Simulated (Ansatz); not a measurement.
**What BiP (model cell, started as CsCl type) distorts into**

Aim: this structure of BiP (model cell, started as CsCl type) is to be tested for unstable modes, and one is followed downhill.

Main program and level: Ansatz 0.2.0; DFT PBEsol, scalar-relativistic, plane waves, PAW.

The structure was built from a prototype and need not be the compound's stable phase.

## Step 1: Starting point

The structure is cubic, space group Pm-3m (No. 221). The conventional cell has a = 3.527 Å, b = 3.527 Å, c = 3.527 Å, α = 90.00°, β = 90.00°, γ = 90.00°. Nearest to Bi lie 8 P at 3.05 Å. P has 8 Bi at 3.05 Å nearest. Farther neighbours are not listed.

## Step 2: Phonons on a q mesh

The cell comes from relaxations at this level that are not shown. Stability and thermal properties need the whole zone. Linear response on a 4×4×4 q mesh gives force constants as far as a supercell of that size would.

input.yaml reads:

```yaml
crystal:
  lattice:
    - [3.5274518236, 0.0, 0.0]
    - [0.0, 3.5274518236, 0.0]
    - [0.0, 0.0, 3.5274518236]
  atoms:
    - { symbol: Bi, position: [0.0, 0.0, 0.0] }
    - { symbol: P, position: [0.5, 0.5, 0.5] }
kpoints:
  mp_grid: { grid: [12, 12, 12] }
hamiltonian:
  xc: pbesol
scf:
  occupations: { method: methfessel_paxton, width: 0.2 }
output:
  eigenvalues: true
phonons:
  method: dfpt
  qmesh: [4, 4, 4]
  temperatures: { t_max: 1000, t_step: 50 }
  qpath:
    path:
      - [[0.0, 0.0, 0.0], [0.0, 0.5, 0.0], [0.5, 0.5, 0.0], [0.0, 0.0, 0.0], [0.5, 0.5, 0.5], [0.0, 0.5, 0.0]]
      - [[0.5, 0.5, 0.5], [0.5, 0.5, 0.0]]
    npoints: 10
```

Started as:

```bash
$ ansatz run input.yaml --threads 4 --pin off --max-ram 7168MiB --backend cpu --events-out ev --progress --plain --runs-dir out
```

Numbers of over 12 decimals in the logs are rounded to 6 here.

What it wrote:

```text
Engine: ansatz 0.2.0, aarch64-unknown-linux-gnu
Pseudopotentials: kind: paw
Pseudopotential: Bi, paw, valence charge 15, recommended cutoff 420 eV (normal), Bi.paw.azcp
Pseudopotential: P, paw, valence charge 5, recommended cutoff 420 eV (normal), P.paw.azcp
Functional definition: PBEsol
  exchange = pbesol_x
  correlation = pbesol_c
Crystal: 2 atoms, lattice volume = 43.892 Å³
Basis set: ecut = 420 eV, 847 PW (Γ), exchange–correlation on 48×48×48 points (8 copies of the dense FFT grid, shifted against one another)
Bands: 14, of which v1, the nominal top of the filled ones, is band 10 counted from 1 (9 counted from 0)
Symmetry: 48 space group operations
k-points: 84 of 1728
Non-local potential: Bi, projectors of the file, l = 0: 2, l = 1: 2, l = 2: 2, l = 3: 2
Non-local potential: P, projectors of the file, l = 0: 2, l = 1: 2, l = 2: 2
PAW form: soft (Blöchl's): semilocal exchange-correlation on the pseudo side does not see the compensation charge
PAW frozen core: Bi, regenerated for the run's functional, and the local potential with it (the file was generated under x = pbe(κ = 0.804, μ = 0.219515), c = pbe(β = 0.066725))
PAW frozen core: P, regenerated for the run's functional, and the local potential with it (the file was generated under x = pbe(κ = 0.804, μ = 0.219515), c = pbe(β = 0.066725))
PAW one-centre angular grid: Bi, 590 points (default); XC on 64 Gauss nodes
PAW one-centre angular grid: P, 110 points (default); XC on 64 Gauss nodes
Initial density: superposition of atomic densities (neutral atoms: chi_scale 0, normalization atom), corrected by the library's trained network
Initial wavefunctions: pseudopotential atomic-orbital guess
Functional: x = pbesol(κ = 0.804, μ = 0.123457), c = pbesol(β = 0.046)
SCF iter   1: F=—  HF=-12981.349184 eV  |F-HF|=—  |Δ(HF+E_count)|=         —  Δρ=6.99e-3  dr2=4.91e-2  ethr=1.77e-3  ⟨swp⟩=5.4  Hψ=6481  notcnv=0
preconditioner: auto → none  [metal: Δε(μ)=0.025 eV  Ē_g=18.282 eV  σ=0.200 eV  W_gap=0.10  n_scr=6 (ndim 8)  ℏωp=25.1 eV  f_vac=0.000  D(μ)=1.24/eV (n_scr^D=6)  sad-step TF]
SCF iter   2: F=—  HF=-12981.343013 eV  |F-HF|=—  |Δ(HF+E_count)|=   6.17e-3  S|Δr|=    0.00e0  Δρ=5.61e-3  dr2=3.23e-2  ethr=2.45e-4  ⟨swp⟩=1.2  Hψ=1871  notcnv=0
SCF iter   3: F=—  HF=-12981.336209 eV  |F-HF|=—  |Δ(HF+E_count)|=   6.80e-3  S|Δr|=    0.00e0  Δρ=2.36e-3  dr2=5.95e-3  ethr=1.61e-4  ⟨swp⟩=1.2  Hψ=1192  notcnv=0
SCF iter   4: F=—  HF=-12981.334967 eV  |F-HF|=—  |Δ(HF+E_count)|=   1.24e-3  S|Δr|=    0.00e0  Δρ=1.01e-3  dr2=3.95e-4  ethr=2.97e-5  ⟨swp⟩=2.7  Hψ=1944  notcnv=0
SCF iter   5: F=—  HF=-12981.334737 eV  |F-HF|=—  |Δ(HF+E_count)|=   2.30e-4  S|Δr|=    0.00e0  Δρ=1.04e-4  dr2=1.63e-6  ethr=1.97e-6  ⟨swp⟩=2.0  Hψ=1994  notcnv=0
SCF iter   6: F=—  HF=-12981.334726 eV  |F-HF|=—  |Δ(HF+E_count)|=   1.10e-5  S|Δr|=    0.00e0  Δρ=1.81e-5  dr2=1.35e-7  ethr=8.13e-9  ⟨swp⟩=2.1  Hψ=1728  notcnv=0
SCF iter   7: F=—  HF=-12981.334726 eV  |F-HF|=—  |Δ(HF+E_count)|=   2.85e-8  S|Δr|=    0.00e0  Δρ=1.57e-6  dr2=7.26e-10  ethr=6.77e-10  ⟨swp⟩=2.0  Hψ=2060  notcnv=0
SCF iter   8: F=—  HF=-12981.334726 eV  |F-HF|=—  |Δ(HF+E_count)|=  3.71e-10  S|Δr|=    0.00e0  Δρ=3.49e-7  dr2=6.48e-11  ethr=3.63e-12  ⟨swp⟩=2.2  Hψ=2101  notcnv=0
SCF iter   9: F=-12981.334726 eV  HF=-12981.334726 eV  |F-HF|=3.64e-12  |Δ(HF+E_count)|=  6.18e-11  S|Δr|=    0.00e0  Δρ=5.69e-8  dr2=1.45e-12  ethr=1.00e-12  ⟨swp⟩=9.0  Hψ=6933  notcnv=0
SCF 1 converged in 9 iterations: F = -12981.334726 eV  dr2 = 1.45e-12
  greatest PAW one-centre occupation: 0.989 electrons in one spin orbital (limit 2), on the Bi atom at site 0 (counted from 0), in its partial waves of l = 2
Initial density: read from a saved state, or passed on in memory by an earlier SCF of this step, an earlier step, the calling program or the single point that the run made first
iter 1 solved again at ethr=1.17e-7 eV; its pass at ethr=3.10e-3 eV (dr2=2.33e-5 eV) is discarded
SCF iter   1: F=—  HF=-12981.334713 eV  |F-HF|=—  |Δ(HF+E_count)|=         —  Δρ=3.84e-7  dr2=8.55e-11  ethr=1.17e-7  ⟨swp⟩=4.2  Hψ=10723  notcnv=0
eigensolver tolerance schedule: the retry pair's looser diagonalisation over-reported the residual by 273083.63 of it (diagonalisation noise at an unbounded share of the residual, at the tolerance the schedule requests for it); recorded, not acted on — ethr = c·dr2/N_el stays at c = 1.0e-1
preconditioner: auto → none  [metal: Δε(μ)=0.066 eV  Ē_g=18.217 eV  σ=0.200 eV  W_gap=0.26  n_scr=6 (ndim 8)  ℏωp=25.1 eV  f_vac=0.000  D(μ)=1.19/eV (n_scr^D=6)]
SCF iter   2: F=—  HF=-12981.334726 eV  |F-HF|=—  |Δ(HF+E_count)|=   1.32e-5  S|Δr|=    0.00e0  Δρ=1.98e-7  dr2=1.91e-11  ethr=1.00e-12  ⟨swp⟩=4.5  Hψ=3421  notcnv=0
SCF iter   3: F=-12981.334726 eV  HF=-12981.334726 eV  |F-HF|=5.46e-12  |Δ(HF+E_count)|=  1.49e-10  S|Δr|=    0.00e0  Δρ=1.25e-7  dr2=7.26e-12  ethr=1.00e-12  ⟨swp⟩=5.1  Hψ=3373  notcnv=0
SCF 2 converged in 3 iterations: F = -12981.334726 eV  dr2 = 7.26e-12
phonons: the bands overlap, so this run is a metal and interpolates without the dipole-dipole term. If the crystal is really an insulator or semiconductor, its LO-TO splitting is missing
NSCF: frozen V_eff on 84 k-points
WARN: eigensolver did not converge in 3 slots of this pass, the one above among them; of largest residual over every band (k=81): 1 band(s) unlocked (lowest unlocked band 13, counted from 0; max residual 1.25e-4 eV among the unlocked bands, 1.25e-4 eV over every band); of lowest unlocked band (k=80): band 13
NSCF: frozen V_eff on 196 k-points
DFPT response loops at q = (0, 0, 0) (fractional): preconditioner auto → Kerker (q_TF=auto, 2.393 Å⁻¹) (partly filled bands, converged f_vac=0.000); β = 1.00, the filter's whole step (`scf.mixing.beta` (0.50) is not read by the response loops under this deck's `scf.mixing.preconditioner`; to damp them name `kerker` or `kerker_dos`, under which they read `scf.mixing.beta`, and type it under 1.00, their step now; both keys bind the ground state too); Broyden in place of MSR1
NSCF: frozen V_eff on 1176 k-points
DFPT response loops at q = (0, 0, 0.25) (fractional): mixed as the last ones told, above
NSCF: frozen V_eff on 686 k-points
DFPT response loops at q = (0, 0, -0.5) (fractional): mixed as the last ones told, above
NSCF: frozen V_eff on 2016 k-points
DFPT response loops at q = (0, 0.25, 0.25) (fractional): mixed as the last ones told, above
NSCF: frozen V_eff on 1176 k-points
DFPT response loops at q = (0, 0.25, -0.5) (fractional): mixed as the last ones told, above
NSCF: frozen V_eff on 686 k-points
DFPT response loops at q = (0, -0.5, -0.5) (fractional): mixed as the last ones told, above
NSCF: frozen V_eff on 1872 k-points
DFPT response loops at q = (0.25, 0.25, 0.25) (fractional): mixed as the last ones told, above
NSCF: frozen V_eff on 2016 k-points
DFPT response loops at q = (0.25, 0.25, -0.5) (fractional): mixed as the last ones told, above
NSCF: frozen V_eff on 1176 k-points
DFPT response loops at q = (0.25, -0.5, -0.5) (fractional): mixed as the last ones told, above
NSCF: frozen V_eff on 392 k-points
DFPT response loops at q = (-0.5, -0.5, -0.5) (fractional): mixed as the last ones told, above
SCF converged after 9 iterations
Stability not checked: this state was not tested for a lower state beside it, because cold or Methfessel-Paxton smearing, or corrected tetrahedra, fill the levels in a way that the test cannot read (fill_not_monotonic; see scf.lower_state_search)
Free energy (F): -12981.334726 eV
Harris-Foulkes:  -12981.334726 eV  (|F-HF|=3.64e-12)
Internal energy: -12981.335331 eV  (E = F + TS)
E sigma→0 (E₀):  -12981.334877 eV
Entropy (-TS):   0.000604 eV (0.302 meV/atom)
Fermi energy:    11.789571 eV
--- Per-component energies (eV) ---
  E_band       = -51.461006
  E_kinetic    = 371.147922
  E_local      = -1443.443672  (includes V_loc(G=0)·N_el)
  E_nonlocal   = 597.465663
  E_hartree    = 461.758786
  E_xc         = -211.481373
  E_vxc        = -205.081061  (∫ρ·V_xc dr)
  E_paw        = -11063.605273  (= ΣΔE_a)
  E_vpaw       = -295.067001  (= ΣTr[D̂ρ^β])
  E_aug_tail   = -0.000453  (compensation charges beyond the density's cutoff)
  E_ewald      = -1693.312780
  E_core_change = 0.135848  (= ΣΔE_core)
  E_smearing   = 0.000604  (= −TS)
  E_closure    = 0.000000  (closes the sum)
  Σ components = -12981.334726   (vs F -12981.334726, Δ=0.00e0)
--- Band table (eV; the first three rows and the last of 84) ---
  k-point 0: bands = [... 6 lower, 5.3489, 9.7854, 9.7854, 9.7854, 15.4563, 15.4563, 18.1085, 18.1085]
  k-point 1: bands = [... 6 lower, 5.1112, 9.7260, 9.8703, 9.8703, 15.5152, 15.8594, 17.7404, 17.8264]
  k-point 2: bands = [... 6 lower, 4.4478, 9.6999, 10.1219, 10.1219, 15.6902, 16.0611, 17.0850, 17.0850]
  k-point 83: bands = [... 6 lower, 3.2579, 9.0156, 9.0156, 9.0156, 9.0329, 9.0329, 9.0329, 27.2553]
--- Phonons (Γ-DFPT): 2 representative perturbations + reference (Σ response iterations 5) ---
  ASR residual: 1.064e-4 → 0.000e0 eV/Å²; symmetrization residual: 4.365e-6 eV/Å²
  ASR residual per site (eV/Å²): 1.06e-4 4.02e-5
  Γ frequencies (cm⁻¹): -63.34 -63.34 -63.34 0.00 0.00 0.00
--- Phonons (arbitrary-q DFPT): 10 irreducible q on the 4×4×4 mesh ---
  q = [0.0000, 0.0000, 0.0000] (star 1, of the zone-centre solve; hermiticity 2.19e-5, symmetrization 4.18e-12): -63.34 -63.34 -63.34 -0.00 0.00 0.00
  q = [0.0000, 0.0000, 0.2500] (star 6, 4 solved perturbations in 1848 linear systems a pass and spin channel, the states on 588 of 1728 k-point pairs; hermiticity 3.92e-6, symmetrization 3.53e-12): -10.75 -10.75 49.82 49.82 61.54 119.05
  q = [0.0000, 0.0000, -0.5000] (star 3, 4 solved perturbations in 1078 linear systems a pass and spin channel, the states on 343 of 1728 k-point pairs; hermiticity 1.16e-8, symmetrization 8.28e-10): 21.06 21.06 58.26 58.26 93.12 183.78
  q = [0.0000, 0.2500, 0.2500] (star 12, 4 solved perturbations in 3108 linear systems a pass and spin channel, the states on 1008 of 1728 k-point pairs; hermiticity 3.38e-6, symmetrization 9.56e-13): -70.15 -4.34 26.65 53.24 60.81 150.60
  q = [0.0000, 0.2500, -0.5000] (star 12, 6 solved perturbations on 588 of 1728 k-point pairs; hermiticity 2.26e-6, symmetrization 3.29e-8): -98.86 -30.81 52.43 80.26 101.91 155.04
  q = [0.0000, -0.5000, -0.5000] (star 3, 4 solved perturbations in 1078 linear systems a pass and spin channel, the states on 343 of 1728 k-point pairs; hermiticity 3.92e-6, symmetrization 3.30e-11): -141.32 -50.33 64.70 64.70 93.27 93.27
  q = [0.2500, 0.2500, 0.2500] (star 8, 2 solved perturbations on 936 of 1728 k-point pairs; hermiticity 2.84e-6, symmetrization 5.59e-12): 50.32 56.56 56.56 95.78 114.24 114.24
  q = [0.2500, 0.2500, -0.5000] (star 12, 4 solved perturbations in 3108 linear systems a pass and spin channel, the states on 1008 of 1728 k-point pairs; hermiticity 2.35e-7, symmetrization 4.15e-8): 34.70 41.89 61.66 78.18 138.96 143.69
  q = [0.2500, -0.5000, -0.5000] (star 6, 4 solved perturbations in 1848 linear systems a pass and spin channel, the states on 588 of 1728 k-point pairs; hermiticity 3.17e-6, symmetrization 3.04e-9): 46.11 73.27 73.27 118.64 118.64 119.98
  q = [-0.5000, -0.5000, -0.5000] (star 1, 2 solved perturbations on 196 of 1728 k-point pairs; hermiticity 1.07e-9, symmetrization 5.34e-10): 82.11 82.11 82.11 170.77 170.77 170.77
  sum rule: each row above includes the acoustic sum rule's correction from the zone centre's row sums; it moved no ω² by more than (0.59 cm⁻¹)²
  mesh force constants: q→R imaginary residual 5.47e-19; ASR residual 1.064e-4 → 0.000e0 eV/Å²; symmetrization residual 1.332e-15 eV/Å²
  interpolated dispersion: 62 rows × 6 modes
  density of states and harmonic sums: on the 20×20×20 q-mesh, interpolated from the force constants of a 4×4×4 supercell (no non-analytic term)
  largest difference from the sums on the solved wave vectors: F 3.94e-2 eV, S 4.41e-5 and C_V 7.80e-6 eV/K
  zero-point energy: 0.024796 eV/cell   skipped modes (ω ≤ 0): 308, of them read as no rigid motion or as one in doubt: 305 (1.070e0 modes/cell left out, lowest -141.32 cm⁻¹)   left out of the sums: 1.78e-1 of the cell's modes: C_V's classical limit lies that fraction below 3 k_B per atom; for a crystal, a wire or a layer, F and S can be off by more, and a phonons.interpolated_qmesh denser along its periods is the remedy for the sampling
```

Elapsed: 2.7 min, on 4 threads of Arm Neoverse V2, shared host; peak memory 1.7 GiB; 10 min of CPU time.

Numbers from this step:

```yaml
volume_per_atom: 21.95 Å³
gap_on_the_k_mesh: 0 eV
sum_rule_residual_before_enforcement: 1.06e-4 eV/Å²
lowest_frequency_on_the_path: -141.3 cm⁻¹
point_group: m-3m
highest_frequency_on_the_path_or_at_a_solved_wavevector: 183.8 cm⁻¹
highest_optical_mode_at_the_zone_centre_no_lo_to_term: -63.34 cm⁻¹
lowest_optical_zone_centre_mode: -63.34 cm⁻¹
lowest_mode_on_the_q_mesh_acoustic_modes_at_gamma_apart: -141.3 cm⁻¹
```

Frequencies (cm⁻¹) solved at each irreducible wavevector; negative means imaginary. Frequencies by wavevector, by row:

| q in reciprocal lattice units | star | mode 1 | mode 2 | mode 3 | mode 4 | mode 5 | mode 6 |
| --- | --- | --- | --- | --- | --- | --- | --- |
| 0 0 0 | 1 | -63.3 | -63.3 | -63.3 | 0 | 0 | 0 |
| 0 0 0.25 | 6 | -10.8 | -10.8 | 49.8 | 49.8 | 61.5 | 119 |
| 0 0 -0.5 | 3 | 21.1 | 21.1 | 58.3 | 58.3 | 93.1 | 183.8 |
| 0 0.25 0.25 | 12 | -70.2 | -4.3 | 26.6 | 53.2 | 60.8 | 150.6 |
| 0 0.25 -0.5 | 12 | -98.9 | -30.8 | 52.4 | 80.3 | 101.9 | 155 |
| 0 -0.5 -0.5 | 3 | -141.3 | -50.3 | 64.7 | 64.7 | 93.3 | 93.3 |
| 0.25 0.25 0.25 | 8 | 50.3 | 56.6 | 56.6 | 95.8 | 114.2 | 114.2 |
| 0.25 0.25 -0.5 | 12 | 34.7 | 41.9 | 61.7 | 78.2 | 139 | 143.7 |
| 0.25 -0.5 -0.5 | 6 | 46.1 | 73.3 | 73.3 | 118.6 | 118.6 | 120 |
| -0.5 -0.5 -0.5 | 1 | 82.1 | 82.1 | 82.1 | 170.8 | 170.8 | 170.8 |

Interpolated from a 4×4×4 q mesh. Phonon branches along the path, in cm⁻¹:

```
    point  branch 1  branch 2  branch 3  branch 4  branch 5  branch 6
        Γ       -63       -63       -63         0         0         0
  halfway       -11       -11        50        50        62       119
        X        21        21        58        58        93       184
  halfway       -99       -31        52        80       102       155
        M      -141       -50        65        65        93        93
  halfway       -70        -4        27        53        61       151
        Γ       -63       -63       -63         0         0         0
  halfway        50        57        57        96       114       114
        R        82        82        82       171       171       171
  halfway        35        42        62        78       139       144
        X        21        21        58        58        93       184
jump to R        82        82        82       171       171       171
  halfway        46        73        73       119       119       120
        M      -141       -50        65        65        93        93
```

The phonon branches as a text plot (rows in cm⁻¹):

```
    177 |      ****                           **       ***
    163 |     *    *                        **  ***   *   **
    150 |                 ****             *     * ***     **
    136 |    *      *         *          ** *     ***       *
    123 |   *        *   *                        *  *       *
    109 |           * * *      *     ****  *          *
     96 |      ***** *****              ***            ***    ***
     82 |     *   ***     *         *  *    ************  ***
     69 |  * *   *   ********   *        ****    ***    *  * ****
     55 |   ******  **    *  **         *  *      * **   *  *
     42 | *       **       ** **   * *** **        ** ***    *
     28 |  *     *           * ***  *               **  *
     14 |**  *****              ** *                  ****
      1 |                    *    *                    *
    -13 |   *     *        **        **
    -26 |          *                                          *
    -40 | **        **   **   **   *                 **        *
    -53 |**       *   ***     **** **                         * *
    -67 |*                   *   **
    -80 |          *
    -94 |                  **
   -107 |                 *                                    *
   -121 |           **
   -135 |             ****                                      *
         Γ      X      M          Γ            R        X|R     M
```

Symmetry leaves 10 wavevectors to solve. The lowest mode among them, the acoustic zeros apart, lies at q = (0, -0.5, -0.5) and is imaginary, 141.3i cm⁻¹, so the energy falls along it.

## Step 3: The mode frozen in, largest atomic shift 0 Å

The mode followed lies at q = (0, 0.25, -0.5) with frequency 98.9i cm⁻¹, one of the unstable modes though not the softest. At small amplitude the distorted cell has space group no. 67 by a symmetry search on the positions. The undistorted cell that holds it gives the zero of energy on the same k mesh.

System of this step: BiP (model cell, started as CsCl type). Symmetry: Pm-3m, No. 221, cubic system. Conventional cell: a = 3.527 Å, b = 3.527 Å, c = 3.527 Å, α = 90.00°, β = 90.00°, γ = 90.00°. Nearest to Bi lie 8 P at 3.05 Å. P has 8 Bi at 3.05 Å nearest. Farther neighbours are not listed.

input.yaml reads:

```yaml
crystal:
  lattice:
    - [-3.5274518236, 0.0, 0.0]
    - [0.0, 0.0, -7.0549036473]
    - [0.0, -7.0549036473, -3.5274518236]
  atoms:
    - { symbol: Bi, position: [1.0, 0.25, 0.5] }
    - { symbol: Bi, position: [1.0, 0.75, 0.5] }
    - { symbol: Bi, position: [1.0, 0.0, 1.0] }
    - { symbol: Bi, position: [1.0, 0.5, 1.0] }
    - { symbol: P, position: [0.5, 0.625, 0.25] }
    - { symbol: P, position: [0.5, 0.125, 0.25] }
    - { symbol: P, position: [0.5, 0.375, 0.75] }
    - { symbol: P, position: [0.5, 0.875, 0.75] }
kpoints:
  mp_grid: { grid: [10, 6, 6] }
hamiltonian:
  xc: pbesol
scf:
  occupations: { method: methfessel_paxton, width: 0.2 }
output:
  forces: true
  stress: true
  eigenvalues: true
```

What it wrote:

```text
[...]
Crystal: 8 atoms, lattice volume = 175.567 Å³
Basis set: ecut = 420 eV, 3407 PW (Γ), exchange–correlation on 48×96×108 points (8 copies of the dense FFT grid, shifted against one another)
Bands: 48, of which v1, the nominal top of the filled ones, is band 40 counted from 1 (39 counted from 0)
Symmetry: 32 space group operations
[...]
k-points: 78 of 360
[...]
k-point 0: bands = [... 36 lower, 11.7280, 12.0539, 12.0543, 12.2636, 12.2636, 13.6634, 13.6647, 14.4387, ... 4 higher]
  k-point 1: bands = [... 36 lower, 11.6861, 11.6866, 12.1556, 12.3796, 12.6741, 13.7895, 14.0200, 14.1416, ... 4 higher]
  k-point 2: bands = [... 36 lower, 11.0771, 11.0777, 12.0810, 12.4705, 12.9743, 13.7530, 13.7962, 14.0822, ... 4 higher]
  k-point 77: bands = [... 36 lower, 10.0110, 10.3599, 10.4309, 10.5772, 11.1033, 11.4171, 12.0994, 12.7244, ... 4 higher]
[key lines of the parts left out:]
SCF converged after 6 iterations
Free energy (F): -51925.307127 eV
Fermi energy:    11.826370 eV
P = ⅓ Tr σ = 0.1387 GPa (1.387 kbar)
```

It took 7 s on 4 threads; peak memory 0.79 GiB; 27 s of CPU time.

This step gave:

* pressure: 0.1387 GPa
* energy from the undistorted cell: 0 meV/atom

The run ends at a pressure of 0.14 GPa.

(Continued in part 2 of 3.)

[Logs are printed without paths, hosts, clocks, repeated set-up lines and the standing remarks that a program may print on its own settings, such as how far it seeks lower states.]

[Hosts, paths, dates, database ids (printed as entryN), source tags and the programs' standing remarks are cut or masked in the printed files.]
